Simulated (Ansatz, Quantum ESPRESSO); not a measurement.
# Screening and band shifts of 1T-IrSTe, 1 layer, part 3 of 6

Aim: how 1T-IrSTe, 1 layer screens a field along its normal, and what the field does to its bands.

Quantum ESPRESSO 7.5; plane-wave DFT, PBE, GBRV ultrasoft pseudopotentials; geometry and cross-check by Ansatz 0.2.0 with PAW datasets.

So far. Step 3 (SCF with pw.x: no field): The run needed 14 iterations to bring the estimated error under 1e-09 Ry; the largest force on any atom, held or free, is 0.20 eV/Å. Step 4 (Potential by pp.x): The vacuum is flat to 0.1 meV/Å, so its level is well defined. Inside the slab the curve depends on the local part of the pseudopotentials; only the vacuum level has a meaning of its own.

## 5. Bands along a path: no field

A bands run reads the converged density and follows the path given under K_POINTS.

Input file f0.bands.in:

```
&control
  prefix = 'f0.bands'
  outdir = './out'
  pseudo_dir = './pseudo'
  calculation = 'bands'
  tefield = .true.
  dipfield = .true.
/
&system
  ibrav = 0
  nat = 3
  ntyp = 3
  ecutwfc = 40
  ecutrho = 200
  occupations = 'smearing'
  smearing = 'fd'
  degauss = 0.004
  edir = 3
  emaxpos = 0.97
  eopreg = 0.04
  eamp = 0.0
  nbnd = 19
/
&electrons
  conv_thr = 1e-07
  mixing_beta = 0.4
  electron_maxstep = 120
  mixing_mode = 'local-TF'
/
ATOMIC_SPECIES
  Te  127.6000  te_pbe_v1.uspp.F.UPF
  Ir  192.2170  ir_pbe_v1.2.uspp.F.UPF
  S   32.0600  s_pbe_v1.4.uspp.F.UPF
CELL_PARAMETERS angstrom
  3.58149410994492 0.00000000000000 -0.00000000000000
  -1.79074705497246 3.10166488271664 0.00000000000000
  -0.00000000000000 0.00000000000000 19.78160864870000
ATOMIC_POSITIONS crystal
  Te  0.666666666667 0.333333333333 0.425509723334
  Ir  0.000000000000 0.000000000000 0.517032945982
  S   0.333333333333 0.666666666667 0.572474588283
K_POINTS crystal_b
4
  0.0000000000 0.0000000000 0.0000000000 14
  0.5000000000 0.0000000000 0.0000000000 14
  0.3333333333 0.3333333333 0.0000000000 14
  0.0000000000 0.0000000000 0.0000000000 1
```

The run is started by

```console
$ cp -r out/f0.save out/f0.bands.save
$ cp out/f0.xml out/f0.bands.xml
$ OMP_NUM_THREADS=1 mpirun -n 4 pw.x -nk 4 -in f0.bands.in > f0.bands.out
```

Output:

```text
[banner, memory and clock lines left out]
Program PWSCF v.7.5 starts

          URL

     Presently no symmetry can be used with electric field

     Atomic positions and unit cell read from directory:
     ./out/f0.bands.save/

     G-vector sticks info

     bravais-lattice index     =            0
     lattice parameter (alat)  =       6.7680  a.u.
     unit-cell volume          =    1482.9186 (a.u.)^3
     number of atoms/cell      =            3
     number of atomic types    =            3
     number of electrons       =        27.00
     number of Kohn-Sham states=           19
     kinetic-energy cutoff     =      40.0000  Ry
     charge density cutoff     =     200.0000  Ry
     Exchange-correlation=  SLA  PW   PBX  PBC
                           (   1   4   3   4   0   0   0)

     celldm(1)=   6.768043  celldm(2)=   0.000000  celldm(3)=   0.000000
     celldm(4)=   0.000000  celldm(5)=   0.000000  celldm(6)=   0.000000

     crystal axes: (cart. coord. in units of alat)
               a(1) = (   1.000000   0.000000  -0.000000 )
               a(2) = (  -0.500000   0.866025   0.000000 )
               a(3) = (  -0.000000   0.000000   5.523284 )

     reciprocal axes: (cart. coord. in units 2 pi/alat)
               b(1) = (  1.000000  0.577350  0.000000 )
               b(2) = ( -0.000000  1.154701 -0.000000 )
               b(3) = (  0.000000  0.000000  0.181052 )

     PseudoPot. # 1 for Te read from file:
     ./pseudo/te_pbe_v1.uspp.F.UPF
     Pseudo is Ultrasoft + core correction, Zval =  6.0
     Generated by new atomic code, or converted to UPF format
     Using radial grid of  891 points,  5 beta functions with:
                l(1) =   0
                l(2) =   0
                l(3) =   1
                l(4) =   1
                l(5) =   2
     Q(r) pseudized with  6 coefficients,  rinner =    1.800   1.800   1.800
                                                       1.800   1.800

     PseudoPot. # 2 for Ir read from file:
     ./pseudo/ir_pbe_v1.2.uspp.F.UPF
     Pseudo is Ultrasoft + core correction, Zval = 15.0
     Generated by new atomic code, or converted to UPF format
     Using radial grid of  983 points,  7 beta functions with:
                l(1) =   0
                l(2) =   0
                l(3) =   1
                l(4) =   1
                l(5) =   1
                l(6) =   2
                l(7) =   2
     Q(r) pseudized with  8 coefficients,  rinner =    1.400   1.400   1.400
                                                       1.400   1.400

     PseudoPot. # 3 for S  read from file:
     ./pseudo/s_pbe_v1.4.uspp.F.UPF
     Pseudo is Ultrasoft + core correction, Zval =  6.0
     Generated by new atomic code, or converted to UPF format
     Using radial grid of  907 points,  6 beta functions with:
                l(1) =   0
                l(2) =   0
                l(3) =   1
                l(4) =   1
                l(5) =   2
                l(6) =   2
     Q(r) pseudized with  8 coefficients,  rinner =    1.300   1.300   1.300
                                                       1.300   1.300

     atomic species   valence    mass     pseudopotential
     Te                6.00   127.60000     Te( 1.00)
     Ir               15.00   192.21700     Ir( 1.00)
     S                 6.00    32.06000     S ( 1.00)

     No symmetry found

   Cartesian axes

     site n.     atom                  positions (alat units)
         1        Te     tau(   1) = (   0.5000000   0.2886751   2.3502110  )
         2        Ir     tau(   2) = (   0.0000000   0.0000000   2.8557197  )
         3        S      tau(   3) = (  -0.0000000   0.5773503   3.1619397  )

     number of k points=    43  Fermi-Dirac smearing, width (Ry)=  0.0040
                       cart. coord. in units 2pi/alat
        k(    1) = (   0.0000000   0.0000000   0.0000000), wk =   0.0465116
        k(    2) = (   0.0357143   0.0206197   0.0000000), wk =   0.0465116
        k(    3) = (   0.0714286   0.0412393   0.0000000), wk =   0.0465116
        k(    4) = (   0.1071429   0.0618590   0.0000000), wk =   0.0465116
        k(    5) = (   0.1428571   0.0824786   0.0000000), wk =   0.0465116
        k(    6) = (   0.1785714   0.1030983   0.0000000), wk =   0.0465116
        k(    7) = (   0.2142857   0.1237179   0.0000000), wk =   0.0465116
        k(    8) = (   0.2500000   0.1443376   0.0000000), wk =   0.0465116
        k(    9) = (   0.2857143   0.1649572   0.0000000), wk =   0.0465116
        k(   10) = (   0.3214286   0.1855769   0.0000000), wk =   0.0465116
        k(   11) = (   0.3571429   0.2061965   0.0000000), wk =   0.0465116
        k(   12) = (   0.3928571   0.2268162   0.0000000), wk =   0.0465116
        k(   13) = (   0.4285714   0.2474358   0.0000000), wk =   0.0465116
        k(   14) = (   0.4642857   0.2680555   0.0000000), wk =   0.0465116
        k(   15) = (   0.5000000   0.2886751   0.0000000), wk =   0.0465116
        k(   16) = (   0.4880952   0.3092948   0.0000000), wk =   0.0465116
        k(   17) = (   0.4761905   0.3299144   0.0000000), wk =   0.0465116
        k(   18) = (   0.4642857   0.3505341   0.0000000), wk =   0.0465116
        k(   19) = (   0.4523810   0.3711537   0.0000000), wk =   0.0465116
        k(   20) = (   0.4404762   0.3917734   0.0000000), wk =   0.0465116
        k(   21) = (   0.4285714   0.4123930   0.0000000), wk =   0.0465116
        k(   22) = (   0.4166667   0.4330127   0.0000000), wk =   0.0465116
        k(   23) = (   0.4047619   0.4536324   0.0000000), wk =   0.0465116
        k(   24) = (   0.3928571   0.4742520   0.0000000), wk =   0.0465116
        k(   25) = (   0.3809524   0.4948717   0.0000000), wk =   0.0465116
        k(   26) = (   0.3690476   0.5154913   0.0000000), wk =   0.0465116
        k(   27) = (   0.3571429   0.5361110   0.0000000), wk =   0.0465116
        k(   28) = (   0.3452381   0.5567306   0.0000000), wk =   0.0465116
        k(   29) = (   0.3333333   0.5773503   0.0000000), wk =   0.0465116
        k(   30) = (   0.3095238   0.5361110   0.0000000), wk =   0.0465116
        k(   31) = (   0.2857143   0.4948717   0.0000000), wk =   0.0465116
        k(   32) = (   0.2619048   0.4536324   0.0000000), wk =   0.0465116
        k(   33) = (   0.2380952   0.4123930   0.0000000), wk =   0.0465116
        k(   34) = (   0.2142857   0.3711537   0.0000000), wk =   0.0465116
        k(   35) = (   0.1904762   0.3299144   0.0000000), wk =   0.0465116
        k(   36) = (   0.1666667   0.2886751   0.0000000), wk =   0.0465116
        k(   37) = (   0.1428571   0.2474358   0.0000000), wk =   0.0465116
        k(   38) = (   0.1190476   0.2061965   0.0000000), wk =   0.0465116
[...]
k = 0.3571 0.2062 0.0000 (  6324 PWs)   bands (ev):

   -49.3711 -49.3528 -49.3271 -13.8723 -11.8188  -6.5312  -5.3580  -5.2873
    -4.6192  -3.0916  -2.8194  -1.9503  -0.9229  -0.8467   1.3517   2.1755
     4.0450   5.2776   5.5123

          k = 0.3929 0.2268 0.0000 (  6344 PWs)   bands (ev):

   -49.3734 -49.3534 -49.3268 -13.7893 -11.6695  -6.7286  -5.4083  -5.2714
    -4.5342  -3.2134  -2.6824  -2.0044  -1.0787  -1.0676   1.4358   2.1711
     3.8535   5.1132   5.8475

          k = 0.4286 0.2474 0.0000 (  6354 PWs)   bands (ev):

   -49.3752 -49.3539 -49.3265 -13.7288 -11.5390  -6.9300  -5.3834  -5.2632
    -4.5008  -3.3011  -2.5292  -1.9783  -1.2990  -1.2535   1.5261   2.1682
     3.7045   4.9852   6.1902

          k = 0.4643 0.2681 0.0000 (  6348 PWs)   bands (ev):

   -49.3763 -49.3542 -49.3263 -13.6922 -11.4480  -7.0768  -5.3306  -5.2598
    -4.5188  -3.3405  -2.3894  -1.8795  -1.4782  -1.4587   1.5990   2.1664
     3.6030   4.9215   6.3869

          k = 0.5000 0.2887 0.0000 (  6350 PWs)   bands (ev):

   -49.3767 -49.3542 -49.3263 -13.6799 -11.4151  -7.1302  -5.3037  -5.2589
    -4.5365  -3.3492  -2.3258  -1.7782  -1.5976  -1.5548   1.6275   2.1657
     3.5659   4.9038   6.4197

          k = 0.4881 0.3093 0.0000 (  6356 PWs)   bands (ev):

   -49.3766 -49.3544 -49.3263 -13.6786 -11.4127  -7.1237  -5.3442  -5.2181
    -4.5380  -3.3509  -2.3424  -1.8410  -1.6802  -1.4053   1.6156   2.1344
     3.5872   4.9576   6.4322

          k = 0.4762 0.3299 0.0000 (  6368 PWs)   bands (ev):

   -49.3765 -49.3547 -49.3263 -13.6748 -11.4055  -7.1040  -5.4007  -5.1602
    -4.5434  -3.3566  -2.4071  -1.9579  -1.7057  -1.2344   1.5716   2.0631
     3.6434   5.1093   6.4703

          k = 0.4643 0.3505 0.0000 (  6368 PWs)   bands (ev):

   -49.3762 -49.3552 -49.3262 -13.6685 -11.3936  -7.0713  -5.4577  -5.0997
    -4.5553  -3.3676  -2.5398  -2.0230  -1.7188  -1.0793   1.4778   2.0000
     3.7207   5.3347   6.5351

          k = 0.4524 0.3712 0.0000 (  6358 PWs)   bands (ev):

   -49.3759 -49.3559 -49.3262 -13.6601 -11.3773  -7.0259  -5.5139  -5.0370
    -4.5775  -3.3864  -2.7179  -2.0338  -1.7310  -0.9477   1.3343   1.9729
     3.8084   5.6015   6.6282

          k = 0.4405 0.3918 0.0000 (  6354 PWs)   bands (ev):

   -49.3754 -49.3567 -49.3262 -13.6500 -11.3571  -6.9681  -5.5681  -4.9729
    -4.6145  -3.4161  -2.9037  -2.0153  -1.7424  -0.8440   1.1660   1.9767
     3.8987   5.8743   6.7471

          k = 0.4286 0.4124 0.0000 (  6346 PWs)   bands (ev):

   -49.3749 -49.3577 -49.3261 -13.6386 -11.3333  -6.8984  -5.6193  -4.9119
    -4.6671  -3.4593  -3.0734  -1.9831  -1.7499  -0.7709   0.9985   1.9995
     3.9846   6.1191   6.8513

          k = 0.4167 0.4330 0.0000 (  6342 PWs)   bands (ev):

   -49.3743 -49.3588 -49.3260 -13.6263 -11.3068  -6.8176  -5.6668  -4.8832
    -4.7105  -3.5151  -3.2161  -1.9488  -1.7476  -0.7293   0.8483   2.0331
     4.0592   6.3155   6.8126

          k = 0.4048 0.4536 0.0000 (  6351 PWs)   bands (ev):

   -49.3736 -49.3601 -49.3260 -13.6137 -11.2786  -6.7265  -5.7101  -4.9525
    -4.6792  -3.5754  -3.3346  -1.9236  -1.7272  -0.7179   0.7241   2.0726
     4.1165   6.4621   6.7006

          k = 0.3929 0.4743 0.0000 (  6351 PWs)   bands (ev):

   -49.3728 -49.3613 -49.3259 -13.6015 -11.2497  -6.6264  -5.7488  -5.0857
    -4.6013  -3.6296  -3.4405  -1.9132  -1.6861  -0.7317   0.6282   2.1143
     4.1526   6.5415   6.6287

          k = 0.3810 0.4949 0.0000 (  6349 PWs)   bands (ev):

   -49.3720 -49.3626 -49.3259 -13.5902 -11.2216  -6.5192  -5.7838  -5.2409
    -4.5074  -3.6734  -3.5432  -1.9133  -1.6326  -0.7621   0.5581   2.1550
     4.1668   6.5015   6.6767

          k = 0.3690 0.5155 0.0000 (  6357 PWs)   bands (ev):

   -49.3711 -49.3639 -49.3258 -13.5804 -11.1962  -6.4079  -5.8172  -5.3965
    -4.4040  -3.7179  -3.6370  -1.9179  -1.5776  -0.7989   0.5089   2.1917
     4.1630   6.4701   6.7227

          k = 0.3571 0.5361 0.0000 (  6357 PWs)   bands (ev):

   -49.3702 -49.3651 -49.3258 -13.5727 -11.1753  -6.2979  -5.8549  -5.5313
    -4.2929  -3.8050  -3.6841  -1.9234  -1.5305  -0.8319   0.4757   2.2212
     4.1488   6.4710   6.7382

          k = 0.3452 0.5567 0.0000 (  6361 PWs)   bands (ev):

   -49.3694 -49.3662 -49.3258 -13.5677 -11.1611  -6.2023  -5.9023  -5.6197
    -4.1750  -3.9233  -3.6974  -1.9280  -1.4987  -0.8538   0.4559   2.2407
     4.1337   6.4964   6.7243

          k = 0.3333 0.5774 0.0000 (  6369 PWs)   bands (ev):

   -49.3690 -49.3666 -49.3258 -13.5659 -11.1559  -6.1582  -5.9320  -5.6480
    -4.0602  -4.0401  -3.7002  -1.9299  -1.4875  -0.8612   0.4492   2.2477
     4.1270   6.5180   6.7061

          k = 0.3095 0.5361 0.0000 (  6363 PWs)   bands (ev):

   -49.3700 -49.3653 -49.3258 -13.5740 -11.1803  -6.2580  -5.8640  -5.5613
    -4.2978  -3.7848  -3.6944  -1.9177  -1.5325  -0.8363   0.4783   2.2181
     4.1647   6.3922   6.8284

          k = 0.2857 0.4949 0.0000 (  6341 PWs)   bands (ev):

   -49.3710 -49.3631 -49.3259 -13.6007 -11.2589  -6.3407  -5.7949  -5.4057
    -4.4945  -3.6988  -3.4902  -1.8728  -1.6530  -0.7732   0.5638   2.1328
     4.2896   6.1737   7.0428

          k = 0.2619 0.4536 0.0000 (  6331 PWs)   bands (ev):

   -49.3713 -49.3609 -49.3261 -13.6492 -11.3899  -6.3358  -5.7190  -5.3270
    -4.5801  -3.7061  -3.1811  -1.8900  -1.7114  -0.6785   0.6855   2.0088
     4.4990   5.9604   6.8622

          k = 0.2381 0.4124 0.0000 (  6329 PWs)   bands (ev):

   -49.3707 -49.3587 -49.3265 -13.7217 -11.5587  -6.2739  -5.6106  -5.3559
    -4.5591  -3.7081  -2.8655  -2.0560  -1.5766  -0.5517   0.8152   1.8726
     4.7764   5.7585   6.3785

          k = 0.2143 0.3712 0.0000 (  6333 PWs)   bands (ev):

   -49.3693 -49.3566 -49.3269 -13.8190 -11.7450  -6.2139  -5.4713  -5.3967
    -4.5179  -3.6803  -2.6186  -2.1307  -1.4125  -0.3884   0.9361   1.7491
     5.0916   5.5218   5.9910

          k = 0.1905 0.3299 0.0000 (  6331 PWs)   bands (ev):

   -49.3670 -49.3546 -49.3274 -13.9393 -11.9294  -6.1886  -5.4859  -5.2601
    -4.4579  -3.6146  -2.5838  -1.9569  -1.2564  -0.1883   1.0549   1.6531
     5.1174   5.4962   5.7439

          k = 0.1667 0.2887 0.0000 (  6343 PWs)   bands (ev):

   -49.3641 -49.3528 -49.3279 -14.0772 -12.0985  -6.1832  -5.5302  -5.1958
    -4.2688  -3.5218  -2.6290  -1.7335  -1.0624   0.0171   1.2029   1.5902
     4.7554   5.5363   5.7578

          k = 0.1429 0.2474 0.0000 (  6337 PWs)   bands (ev):

   -49.3608 -49.3513 -49.3285 -14.2243 -12.2455  -6.1734  -5.5799  -5.2659
    -3.9348  -3.4107  -2.6640  -1.6284  -0.7579   0.1710   1.3845   1.6004
     4.4021   5.3087   5.4553

          k = 0.1190 0.2062 0.0000 (  6323 PWs)   bands (ev):

   -49.3573 -49.3499 -49.3290 -14.3703 -12.3682  -6.1483  -5.6375  -5.3893
    -3.5602  -3.2846  -2.6981  -1.5764  -0.4039   0.2460   1.4840   1.8233
     4.0873   5.0655   5.1640

          k = 0.0952 0.1650 0.0000 (  6303 PWs)   bands (ev):

   -49.3540 -49.3488 -49.3296 -14.5048 -12.4670  -6.1126  -5.6966  -5.5100
    -3.2406  -3.1465  -2.7544  -1.4628  -0.1105   0.2588   1.6219   2.1477
     3.8160   4.8297   4.9192

          k = 0.0714 0.1237 0.0000 (  6317 PWs)   bands (ev):

   -49.3510 -49.3479 -49.3300 -14.6188 -12.5428  -6.0851  -5.7389  -5.6040
    -3.0547  -2.9888  -2.8332  -1.2354   0.0481   0.2351   1.9099   2.4531
     3.5877   4.6169   4.7163

          k = 0.0476 0.0825 0.0000 (  6317 PWs)   bands (ev):

   -49.3487 -49.3473 -49.3304 -14.7052 -12.5965  -6.0850  -5.7442  -5.6673
    -3.0076  -2.8725  -2.8593  -0.9365   0.0908   0.1870   2.3125   2.6889
     3.4034   4.4289   4.5657

          k = 0.0238 0.0412 0.0000 (  6315 PWs)   bands (ev):

   -49.3473 -49.3469 -49.3306 -14.7589 -12.6286  -6.1014  -5.7259  -5.7035
    -3.0597  -2.8142  -2.8077  -0.6656   0.0873   0.1214   2.7000   2.8316
     3.2732   4.2805   4.4752

          k = 0.0000 0.0000 0.0000 (  6291 PWs)   bands (ev):

   -49.3468 -49.3468 -49.3306 -14.7771 -12.6393  -6.1099  -5.7154  -5.7154
    -3.0858  -2.7903  -2.7903  -0.5471   0.0819   0.0819   2.8779   2.8779
     3.2204   4.2169   4.4451

     XML data file, pseudopotentials, collected wavefunctions

                                        0.00s GPU  (     624 calls)
[key lines of the parts left out:]
Dipole field         -0.0008 Ry au,
```

The job ended after 14 s (4 MPI ranks of AMD EPYC 9R14 (Zen 4), shared host; peak memory 0.37 GiB).

Band numbers count within the set of bands kept for display. The electronic bands at the labelled points (eV, zero at the Fermi level; # counts the bands kept):

```
  point     #6     #7     #8     #9   #10   #11   #12   #13
      Γ  -2.51  -0.27   0.36   0.36  3.16  3.16  3.50  4.50
halfway  -2.53  -1.34  -0.19   0.06  1.50  2.51  4.69  5.16
      M  -2.05  -1.50  -1.32  -1.27  1.91  2.45  3.85  5.18
halfway  -2.94  -1.67  -1.47  -0.45  1.13  2.31  4.34  6.60
      K  -3.42  -1.65  -1.21  -0.58  0.73  2.53  4.41  6.80
halfway  -2.35  -1.45  -0.78   0.30  1.48  1.87  5.04  5.82
      Γ  -2.51  -0.27   0.36   0.36  3.16  3.16  3.50  4.50
```

## 6. Ground state: field 0.1 V/Å

eamp is the field in Hartree atomic units (1 a.u. = 51.42 V/Å). With dipfield on, it is the field in the vacuum beside an isolated sheet. The run starts from the density of the one before.

Input file f1.in:

```
&control
  prefix = 'f1'
  outdir = './out'
  pseudo_dir = './pseudo'
  calculation = 'scf'
  tprnfor = .true.
  tefield = .true.
  dipfield = .true.
/
&system
  ibrav = 0
  nat = 3
  ntyp = 3
  ecutwfc = 40
  ecutrho = 200
  occupations = 'smearing'
  smearing = 'fd'
  degauss = 0.004
  edir = 3
  emaxpos = 0.97
  eopreg = 0.04
  eamp = 0.00194469
/
&electrons
  conv_thr = 1e-09
  mixing_beta = 0.4
  electron_maxstep = 120
  mixing_mode = 'plain'
  startingpot = 'file'
/
ATOMIC_SPECIES
  Te  127.6000  te_pbe_v1.uspp.F.UPF
  Ir  192.2170  ir_pbe_v1.2.uspp.F.UPF
  S   32.0600  s_pbe_v1.4.uspp.F.UPF
CELL_PARAMETERS angstrom
  3.58149410994492 0.00000000000000 -0.00000000000000
  -1.79074705497246 3.10166488271664 0.00000000000000
  -0.00000000000000 0.00000000000000 19.78160864870000
ATOMIC_POSITIONS crystal
  Te  0.666666666667 0.333333333333 0.425509723334
  Ir  0.000000000000 0.000000000000 0.517032945982
  S   0.333333333333 0.666666666667 0.572474588283
K_POINTS automatic
  12 12 1 0 0 0
```

The run is started by

```console
$ cp -r out/f0.save out/f1.save
$ OMP_NUM_THREADS=1 mpirun -n 4 pw.x -nk 4 -in f1.in > f1.out
```

Output:

```text
[banner, memory and clock lines left out]
Program PWSCF v.7.5 starts
[...]
number of electrons       =        27.00
     number of Kohn-Sham states=           18
     kinetic-energy cutoff     =      40.0000  Ry
     charge density cutoff     =     200.0000  Ry
[...]
number of k points=    74  Fermi-Dirac smearing, width (Ry)=  0.0040
[...]
Dense  grid:    70921 G-vectors     FFT dimensions: (  32,  32, 180)
[...]
The initial density is read from file :
[...]
negative rho (up, down):  3.188E-01 0.000E+00
[...]
Starting wfcs are   20 randomized atomic wfcs
[...]
negative rho (up, down):  3.185E-01 0.000E+00
[...]
estimated scf accuracy    <       0.01573774 Ry
[...]
negative rho (up, down):  3.189E-01 0.000E+00
[...]
estimated scf accuracy    <       0.28552418 Ry
[...]
negative rho (up, down):  3.188E-01 0.000E+00
[...]
estimated scf accuracy    <       0.00026609 Ry
[...]
negative rho (up, down):  3.187E-01 0.000E+00
[...]
estimated scf accuracy    <       0.00000288 Ry
[...]
negative rho (up, down):  3.187E-01 0.000E+00
[...]
estimated scf accuracy    <       0.00000064 Ry
[...]
negative rho (up, down):  3.187E-01 0.000E+00
[...]
estimated scf accuracy    <       0.00000004 Ry
[...]
negative rho (up, down):  3.187E-01 0.000E+00
[...]
estimated scf accuracy    <          4.5E-09 Ry
[...]
negative rho (up, down):  3.187E-01 0.000E+00
[...]
Computed dipole along edir(3) :
        Dipole               -0.0279 Ry au,         -0.0710 Debye
        Dipole field         -0.0002 Ry au,
        E field amplitude [Ha a.u.]:  1.9447E-03
        Potential amp.        0.1566 Ry
        Total length         35.8865 bohr
[...]
the Fermi energy is    -0.2821 ev
!    total energy              =    -232.40519709 Ry
     estimated scf accuracy    <          6.6E-10 Ry
     smearing contrib. (-TS)   =      -0.00106931 Ry
     internal energy E=F+TS    =    -232.40412778 Ry
[...]
one-electron contribution =    -979.86749129 Ry
     hartree contribution      =     493.36819771 Ry
     xc contribution           =     -73.27616546 Ry
     ewald contribution        =     327.37121593 Ry
     electric field correction =       0.00011531 Ry
     convergence has been achieved in   8 iterations
     negative rho (up, down):  3.187E-01 0.000E+00
[...]
Total force =     0.011107     Total SCF correction =     0.000076
[...]
```

The job ended after 30 s (4 MPI ranks; peak memory 0.6 GiB).

Numbers from this step:

| Property | Result |
| --- | --- |
| free energy | -3162.0338 eV |
| energy at zero smearing | -3162.0265 eV |
| Fermi energy | -0.2821 eV |
| dipole along the normal | -0.01478 e·Å |

The dipole goes from -0.0472 to -0.0148 e Å, 0.3237 e Å per V/Å.

## 7. Electrostatic potential

Input file f1.pot.in:

```
&inputpp
  prefix = 'f1'
  outdir = './out'
  filplot = 'f1.pot.dat'
  plot_num = 11
/
```

The run is started by

```console
$ OMP_NUM_THREADS=1 mpirun -n 4 pp.x -in f1.pot.in > f1.pot.out
```

It took 1.8 s on 4 MPI ranks; peak memory 0.12 GiB.

Numbers from this step:

| Item | Value |
| --- | --- |
| slope of the potential above | 0.1000 eV/Å |
| upper vacuum line continued to the top atoms, over the Fermi level | 5.128 eV |
| slope of the potential below | 0.09992 eV/Å |
| lower vacuum line continued to the bottom atoms, over the Fermi level | 4.596 eV |

The slope in the vacuum is 0.100 eV/Å for an applied 0.10 V/Å, as it should be.

(Part 3 of 6 ends here.)

[Logs are printed without paths, hosts, clocks, repeated set-up lines and the standing remarks that a program may print on its own settings, such as how far it seeks lower states.]

[Hosts, paths, dates, database ids (printed as entryN), source tags and the programs' standing remarks are cut or masked in the printed files.]

[Maps of the electrostatic potential energy from Ansatz leave out the sawtooth potential of an applied field or a dipole correction, so their vacuum need not be flat; planar profiles and work functions include it.]
